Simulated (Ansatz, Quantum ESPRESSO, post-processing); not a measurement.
# Screening and band shifts of honeycomb PN, 1 layer, part 5 of 6

Wanted: polarisability and gap of honeycomb PN, 1 layer against a perpendicular field.

Quantum ESPRESSO 7.5; plane-wave DFT, PBE, GBRV ultrasoft pseudopotentials; geometry and cross-check by Ansatz 0.2.0 with PAW datasets.

So far. Step 11 (Self-consistent run: field -0.2 V/Å): The dipole goes from 0.0270 to 0.0060 e Å, 0.1053 e Å per V/Å. Step 12 (Electrostatic potential): The slope in the vacuum is -0.200 eV/Å for an applied -0.20 V/Å, as it should be.

### 13. Band structure: field -0.2 V/Å

Contents of f3.bands.in:

```
&control
  prefix = 'f3.bands'
  outdir = './out'
  pseudo_dir = './pseudo'
  calculation = 'bands'
  tefield = .true.
  dipfield = .true.
/
&system
  ibrav = 0
  nat = 2
  ntyp = 2
  ecutwfc = 40
  ecutrho = 200
  occupations = 'smearing'
  smearing = 'fd'
  degauss = 0.004
  edir = 3
  emaxpos = 0.97
  eopreg = 0.04
  eamp = -0.00388938
  nbnd = 11
/
&electrons
  conv_thr = 1e-07
  mixing_beta = 0.4
  electron_maxstep = 120
  mixing_mode = 'local-TF'
/
ATOMIC_SPECIES
  N   14.0070  n_pbe_v1.2.uspp.F.UPF
  P   30.9738  p_pbe_v1.5.uspp.F.UPF
CELL_PARAMETERS angstrom
  2.72801635451678 -0.00000000000000 -0.00000000000000
  -1.36400817725839 2.36253146495095 -0.00000000000000
  -0.00000000000000 -0.00000000000000 17.86000000000000
ATOMIC_POSITIONS crystal
  N   0.666666666667 0.333333333333 0.475724596647
  P   0.333333333333 0.666666666667 0.524275403353
K_POINTS crystal_b
4
  0.0000000000 0.0000000000 0.0000000000 14
  0.5000000000 0.0000000000 0.0000000000 14
  0.3333333333 0.3333333333 0.0000000000 14
  0.0000000000 0.0000000000 0.0000000000 1
```

Command:

```
$ cp -r out/f3.save out/f3.bands.save
$ cp out/f3.xml out/f3.bands.xml
$ OMP_NUM_THREADS=1 mpirun -n 2 pw.x -nk 2 -in f3.bands.in > f3.bands.out
```

Numbers of over 12 decimals in the logs are rounded to 6 here.

Output:

```text
[banner, memory and clock lines left out]
Program PWSCF v.7.5 starts
[citation notice left out]

[...]
bravais-lattice index     =            0
     lattice parameter (alat)  =       5.1552  a.u.
     unit-cell volume          =     776.7882 (a.u.)^3
     number of atoms/cell      =            2
     number of atomic types    =            2
     number of electrons       =        10.00
     number of Kohn-Sham states=           11
     kinetic-energy cutoff     =      40.0000  Ry
     charge density cutoff     =     200.0000  Ry
     Exchange-correlation=  SLA  PW   PBX  PBC
                           (   1   4   3   4   0   0   0)

[...]
PseudoPot. # 1 for N  read from file:
     ./pseudo/n_pbe_v1.2.uspp.F.UPF
     Pseudo is Ultrasoft + core correction, Zval =  5.0
     Generated by new atomic code, or converted to UPF format
     Using radial grid of  729 points,  4 beta functions with:
                l(1) =   0
                l(2) =   0
                l(3) =   1
                l(4) =   1
     Q(r) pseudized with  8 coefficients,  rinner =    0.900   0.900   0.900

     PseudoPot. # 2 for P  read from file:
     ./pseudo/p_pbe_v1.5.uspp.F.UPF
     Pseudo is Ultrasoft + core correction, Zval =  5.0
     Generated by new atomic code, or converted to UPF format
     Using radial grid of  903 points,  6 beta functions with:
                l(1) =   0
                l(2) =   0
                l(3) =   1
                l(4) =   1
                l(5) =   2
                l(6) =   2
     Q(r) pseudized with  8 coefficients,  rinner =    1.300   1.300   1.300
                                                       1.300   1.300

     atomic species   valence    mass     pseudopotential
     N                 5.00    14.00700     N ( 1.00)
     P                 5.00    30.97380     P ( 1.00)

     No symmetry found

[...]
number of k points=    43  Fermi-Dirac smearing, width (Ry)=  0.0040
[...]
Dense  grid:    37153 G-vectors     FFT dimensions: (  24,  24, 160)

     Smooth grid:    26601 G-vectors     FFT dimensions: (  24,  24, 135)

     The potential is recalculated from file :
     ./out/f3.bands.save/charge-density

     negative rho (up, down):  2.171E-04 0.000E+00

     Adding external electric field

     Computed dipole along edir(3) :
        Dipole                0.0113 Ry au,          0.0287 Debye
        Dipole field          0.0002 Ry au,

        E field amplitude [Ha a.u.]: -3.8894E-03
        Potential amp.       -0.2639 Ry
        Total length         32.4005 bohr

     Starting wfcs are    8 randomized atomic wfcs +    3 random wfcs

     Band Structure Calculation
     Davidson diagonalization with overlap

     ethr =  1.00E-09,  avg # of iterations = 68.2

     End of band structure calculation

          k = 0.0000 0.0000 0.0000 (  3319 PWs)   bands (ev):

   -23.6423 -11.9180  -6.4356  -6.4356  -4.8260   0.5573   1.6725   2.6933
     2.6933   2.7109   3.4945

          k = 0.0357 0.0206 0.0000 (  3315 PWs)   bands (ev):

   -23.6162 -11.8947  -6.5986  -6.4715  -4.7891   0.6481   1.7150   2.5839
     2.7406   2.7680   3.5272

[...]
```

Run time: 24 s. Hardware: 2 MPI ranks of Arm Neoverse V1, shared host; peak memory 0.12 GiB; 48 s of CPU time.

This step gave:

```
valence top, on the run's zero : -4.064 eV
gap by band count              : 1.810 eV
```

Band numbers count within the set of bands kept for display. Electronic bands along the path, in eV, zero at the highest filled level of the SCF mesh; v1 is the highest filled band, c1 the lowest empty one:

```
  point      v4     v3     v2     v1    c1    c2    c3     c4
      Γ   -7.85  -2.37  -2.37  -0.76  4.62  5.74  6.76   6.76
halfway   -7.62  -5.88  -3.55  -0.09  3.61  6.59  7.56   7.88
      M  -11.34  -4.43  -3.76  -1.26  1.81  6.08  7.88  10.07
halfway  -11.00  -6.51  -3.32  -1.04  2.69  6.56  7.59  10.62
      K  -10.56  -8.28  -2.79  -0.89  2.38  6.05  9.80  12.06
halfway   -7.94  -5.63  -4.75   0.00  4.37  6.51  7.18   8.13
      Γ   -7.85  -2.37  -2.37  -0.76  4.62  5.74  6.76   6.76
```

The electronic bands as a text plot (rows in eV, shown from -8.0 to 6.8 only):

```
    6.5 |+++++++ +++++++++     ++ ++++             ++++++++++++++
    5.9 |++++++++         +++++       +++++++++++++      ++++++++
    5.2 |  +++++                                        ++++++
    4.6 |++     +                                   ++++      +++
    4.0 |        ++                              +++
    3.4 |          ++                          ++
    2.8 |            ++          ++++++     +++
    2.2 |              ++++   +++      +++++
    1.5 |                  +++
    0.9 |
    0.3 |
   -0.3 |    *************                    ****************
   -0.9 |****             ***   **************                ***
   -1.5 |                    ***
   -2.1 |**                                                   ***
   -2.8 | ******                      ******               *****
   -3.4 |    *  ****            ******      **          ***  *
   -4.0 |     **    ************              ***     **   **
   -4.6 |               ********                 ** **   **
   -5.2 |       *    ***        *                  *    *
   -5.8 |        ****            **              ** ****
   -6.5 |                          *           **
   -7.1 |       ***                 **        *         *
   -7.7 |*******   *                  *     **      **** ********
         Γ                   M           K                      Γ
```

Upper empty bands that drop with the field can be states of the vacuum, held by the sawtooth; they depend on the cell's width.

Along this path the valence top lies between K and Γ and the conduction bottom at M.

### 14. Density by pp.x

plot_num = 0 writes the valence density.

Contents of f0.rho.in:

```
&inputpp
  prefix = 'f0'
  outdir = './out'
  filplot = 'f0.rho.dat'
  plot_num = 0
/
```

Command:

```
$ OMP_NUM_THREADS=1 mpirun -n 2 pp.x -in f0.rho.in > f0.rho.out
```

Output:

```text
[banner, memory and clock lines left out]
Program POST-PROC v.7.5 starts

          URL

     ./out/f0.save/

     IMPORTANT: XC functional enforced from input :
     Exchange-correlation= PBE
                           (   1   4   3   4   0   0   0)
     Any further DFT definition will be discarded
     Please, verify this is what you really want

     negative rho (up, down):  2.179E-04 0.000E+00

     Adding external electric field

     Computed dipole along edir(3) :
        Dipole                0.0511 Ry au,          0.1299 Debye
        Dipole field          0.0008 Ry au,

        Potential amp.       -0.0536 Ry
        Total length         32.4005 bohr

     Calling punch_plot, plot_num =   0
     Writing data to file  f0.rho.dat
     Message from routine chdens:
     namelist plot not found or invalid, exiting
```

The job ended after 0.91 s (2 MPI ranks; peak memory 0.1 GiB).

Numbers from this step:

```
electrons by integration : 10.000 e
```

Mean over planes. Valence density, planar mean against z:

```
z (Å)  valence density, planar mean (e/Å³)
  5.0                               2.1e-5
  5.5                               9.9e-5
  6.0                               4.8e-4
  6.5                              0.00246
  7.0                               0.0135
  7.5                               0.0793
  8.0                                0.427
  8.5                                0.900
  9.0                                0.727
  9.5                                0.435
 10.0                                0.334
 10.5                                0.123
 11.0                               0.0306
 11.5                              0.00685
 12.0                              0.00157
 12.5                               3.6e-4
 13.0                               8.4e-5
```

Valence density in the ca plane at fractional y = 0.333, with atoms of N within 0.2 Å of it. It is the smooth field of the valence electrons, not physical close to the nuclei.

Values in e/Å³, 5 rows by 16 columns, each cell a mean:
```
0.0 0.0 0.0 0.0 0.0 0.0 0.1 1.5 0.7 0.1 0.0 0.0 0.0 0.0 0.0 0.0
0.0 0.0 0.0 0.0 0.0 0.0 0.1 2.7 0.9 0.1 0.0 0.0 0.0 0.0 0.0 0.0
0.0 0.0 0.0 0.0 0.0 0.0 0.1 1.4 0.7 0.1 0.0 0.0 0.0 0.0 0.0 0.0
0.0 0.0 0.0 0.0 0.0 0.0 0.0 0.3 0.5 0.2 0.0 0.0 0.0 0.0 0.0 0.0
0.0 0.0 0.0 0.0 0.0 0.0 0.0 0.3 0.5 0.2 0.0 0.0 0.0 0.0 0.0 0.0
```
Columns run along c (17.9 Å), rows up along a (2.7 Å). Atoms in or near the plane, at fractional coordinates: N at (0.48, 0.67).

The density integrates to 10.000 electrons, as the 10 of the input ask.

### 15. Valence density

Contents of f2.rho.in:

```
&inputpp
  prefix = 'f2'
  outdir = './out'
  filplot = 'f2.rho.dat'
  plot_num = 0
/
```

Command:

```
$ OMP_NUM_THREADS=1 mpirun -n 2 pp.x -in f2.rho.in > f2.rho.out
```

Wall time 0.92 s (2 MPI ranks); peak memory 0.1 GiB; 1.7 s of CPU time.

Read from the output:

| Quantity | Value |
| --- | --- |
| electrons by integration | 10.00 e |

### 16. Charge moved by a field of 0.2 V/Å

This step gave:

| Quantity | Value |
| --- | --- |
| largest charge moved across a plane | 0.001062 e/Å² |
| dipole step | -0.5905 eV |

The planar mean oscillates, so the rows of the table below give means over windows of 0.5 Å about each position, cut where the curve ends. Its maxima inside the range that stand out by 2 % of the span (Å: e/Å³): 7.81: 7.7e-4, 8.71: 3.5e-4, 9.71: -1.1e-5. Its minima: 8.37: 2.3e-4, 9.26: -2.2e-4, 10.60: -7.4e-4.

Table of planar mean by z; means over each step:

| z (Å) | planar mean (e/Å³) |
| --- | --- |
| 3.0 | 3.4e-8 |
| 3.5 | 1.2e-7 |
| 4.0 | 3.9e-7 |
| 4.5 | 1.3e-6 |
| 5.0 | 4.4e-6 |
| 5.5 | 1.4e-5 |
| 6.0 | 4.3e-5 |
| 6.5 | 1.2e-4 |
| 7.0 | 3.2e-4 |
| 7.5 | 6.5e-4 |
| 8.0 | 5.9e-4 |
| 8.5 | 2.8e-4 |
| 9.0 | 8.6e-6 |
| 9.5 | -1.0e-4 |
| 10.0 | -2.6e-4 |
| 10.5 | -7.0e-4 |
| 11.0 | -5.5e-4 |
| 11.5 | -2.7e-4 |
| 12.0 | -1.1e-4 |
| 12.5 | -3.8e-5 |
| 13.0 | -1.3e-5 |
| 13.5 | -4.0e-6 |
| 14.0 | -1.2e-6 |
| 14.5 | -3.4e-7 |
| 15.0 | -9.7e-8 |
| 15.5 | -2.7e-8 |

The running integral, electrons below z by z:

z (Å), running integral, electrons below z (e/Å²) and a bar:
```
      3.5    0.00000 
      4.0    0.00000 
      4.5    0.00000 
      5.0    0.00000 
      5.5    0.00001 
      6.0    0.00002 #
      6.5    0.00006 ##
      7.0    0.00017 #####
      7.5    0.00044 ############
      8.0    0.00079 #######################
      8.5    0.00095 ###########################
      9.0    0.00106 ##############################
      9.5    0.00097 ############################
     10.0    0.00093 ##########################
     10.5    0.00063 ##################
     11.0    0.00030 #########
     11.5    0.00012 ###
     12.0    0.00004 #
     12.5    0.00001 
     13.0    0.00000 
     13.5    0.00000 
     14.0    0.00000 
     14.5    0.00000 
     15.0    0.00000
```

### 17. Polarisability from the dipole between 0 and 0.1 V/A

This step gave:

```
change of slope in the vacuum : 0.09999 eV/Å
polarisability a cell         : 1.514 Å³
sheet polarisability 4πα/A    : 2.952 Å
```

Change of the potential energy, second field less first against z:

```csv
z (Å),"change of the potential energy, second field less first (eV)"
0,-0.398
1,-0.671
2,-0.571
3,-0.471
4,-0.371
5,-0.271
6,-0.171
7,-0.0770
8,-0.0149
9,3.1e-4
10,0.0106
11,0.0506
12,0.137
13,0.235
14,0.335
15,0.435
16,0.535
17,0.635
```

### 18. Dipole against field

Dipole along the normal, dipole moment against applied field:

```
applied field (V/Å)  dipole along the normal, dipole moment (e·Å)
             -0.200                                       0.00598
              0.000                                        0.0270
              0.100                                        0.0376
              0.200                                        0.0481
```

### 19. Cross-check with Ansatz: field 0.1 V/Å

A second code with its own PAW datasets, on the same atoms.

Level of this step: plane-wave DFT, PBE, Ansatz PAW (Ansatz 0.2.0).

Contents of input.yaml:

```yaml
crystal:
  lattice:
    - [2.7280163545, 0.0, 0.0]
    - [-1.3640081773, 2.362531465, 0.0]
    - [0.0, 0.0, 17.86]
  atoms:
    - { symbol: "N", position: [0.6666666667, 0.3333333333, 0.4757245966] }
    - { symbol: P, position: [0.3333333333, 0.6666666667, 0.5242754034] }
kpoints:
  mp_grid: { grid: [12, 12, 1] }
hamiltonian:
  xc: pbe
scf:
  occupations: { method: fermi_dirac, width: 0.054 }
  convergence: { dr2_threshold: 1.0e-09 }
efield:
  axis: 3
  dipole_correction: true
  ramp_position: 0.97
  ramp_width: 0.04
  amplitude: 0.1
output:
  write_potential: true
  write_density: true
  volumetric_format: npy
```

Command:

```
$ ansatz run input.yaml --threads 2 --pin off --max-ram 4096MiB --backend cpu --events-out ev --progress --plain --runs-dir out
```

Output:

```text
[...]
Crystal: 2 atoms, lattice volume = 115.108 Å³
Basis set: ecut = 420 eV, 2273 PW (Γ)
Bands: 9, of which v1, the nominal top of the filled ones, is band 5 counted from 1 (4 counted from 0)
Symmetry: 6 space group operations
[...]
k-points: 19 of 144 (time reversal used)
[...]
SCF iter   1: F=—  HF=-1140.340688 eV  |F-HF|=—  |Δ(HF+E_count)|=         —  Δρ=6.28e-2  dr2=5.43e0  ethr=3.10e-3  p=0.011 e·Å  D=1.77e-2 V/Å  ΔV_dip=-0.32 eV  dr2_dipole=1.68e-1  V_vac-E_F(+/−)=7.29/6.02 eV  ⟨swp⟩=8.4  Hψ=1771  notcnv=0
[...]
SCF iter  10: F=-1139.078242 eV  HF=-1139.078242 eV  |F-HF|=4.80e-11  |Δ(HF+E_count)|=  5.18e-10  Δρ=6.86e-7  dr2=2.22e-10  ethr=1.00e-11  p=0.036 e·Å  D=5.73e-2 V/Å  ΔV_dip=-1.02 eV  dr2_dipole=1.46e-12  V_vac-E_F(+/−)=6.31/5.74 eV  ⟨swp⟩=6.6  Hψ=948  notcnv=0
SCF 1 converged in 10 iterations: F = -1139.078242 eV  dr2 = 2.22e-10
[...]
SCF converged after 10 iterations
Free energy (F): -1139.078242 eV
[...]
Internal energy: -1139.078242 eV  (E = F + TS)
E sigma→0 (E₀):  -1139.078242 eV
Entropy (-TS):   -0.000000 eV (-0.000 meV/atom)
Fermi energy:    -2.986829 eV
Dipole field:    D = 0.057255 V/Å  (p = 0.036421 e·Å, saw-weighted, corrected)
Work function:   not extracted (applied field tilts the vacuum); planar V_es + V_field profile in the machine report
[...]
--- Band table (eV; the first three rows and the last of 19) ---
[...]
```

The job ended after 2.3 s (2 threads; peak memory 0.3 GiB).

Numbers from this step:

```
free energy             : -1139.0782 eV
Fermi energy            : -2.987 eV
gap by band count       : 1.823 eV
dipole along the normal : 0.03642 e·Å
```

At 0.1 V/Å Ansatz's dipole is 0.0364 e Å against 0.0376 from pw.x.

### 20. The same in Ansatz: field -0.1 V/Å

input.yaml is the input of step 19 with these lines changed:

```diff
@@ -20,3 +20,3 @@
   ramp_width: 0.04
-  amplitude: 0.1
+  amplitude: -0.1
 output:
```

Output:

```text
[...]
Crystal: 2 atoms, lattice volume = 115.108 Å³
Basis set: ecut = 420 eV, 2273 PW (Γ)
Bands: 9, of which v1, the nominal top of the filled ones, is band 5 counted from 1 (4 counted from 0)
Symmetry: 6 space group operations
[...]
k-points: 19 of 144 (time reversal used)
[...]
Internal energy: -1139.073060 eV  (E = F + TS)
E sigma→0 (E₀):  -1139.073060 eV
Entropy (-TS):   -0.000000 eV (-0.000 meV/atom)
Fermi energy:    -3.063445 eV
Dipole field:    D = 0.024182 V/Å  (p = 0.015383 e·Å, saw-weighted, corrected)
Work function:   not extracted (applied field tilts the vacuum); planar V_es + V_field profile in the machine report
[...]
--- Band table (eV; the first three rows and the last of 19) ---
[...]
[key lines of the parts left out:]
SCF converged after 10 iterations
Free energy (F): -1139.073060 eV
```

Run time: 2.3 s. Hardware: 2 threads; peak memory 0.3 GiB; 4.4 s of CPU time.

Numbers from this step:

- free energy: -1139.0731 eV
- Fermi energy: -3.063 eV
- gap by band count: 1.824 eV
- dipole along the normal: 0.01538 e·Å

### 21. Dipole against field, Ansatz

Table of dipole along the normal, dipole moment by applied field:

```csv
applied field (V/Å),"dipole along the normal, dipole moment (e·Å)"
-0.1000,0.0154
0.0000,0.0259
0.1000,0.0364
```

(Part 5 of 6 ends here.)

[Logs are printed without paths, hosts, clocks, repeated set-up lines and the standing remarks that a program may print on its own settings, such as how far it seeks lower states.]

[Hosts, paths, dates, database ids (printed as entryN), source tags and the programs' standing remarks are cut or masked in the printed files.]

[Maps of the electrostatic potential energy from Ansatz leave out the sawtooth potential of an applied field or a dipole correction, so their vacuum need not be flat; planar profiles and work functions include it.]
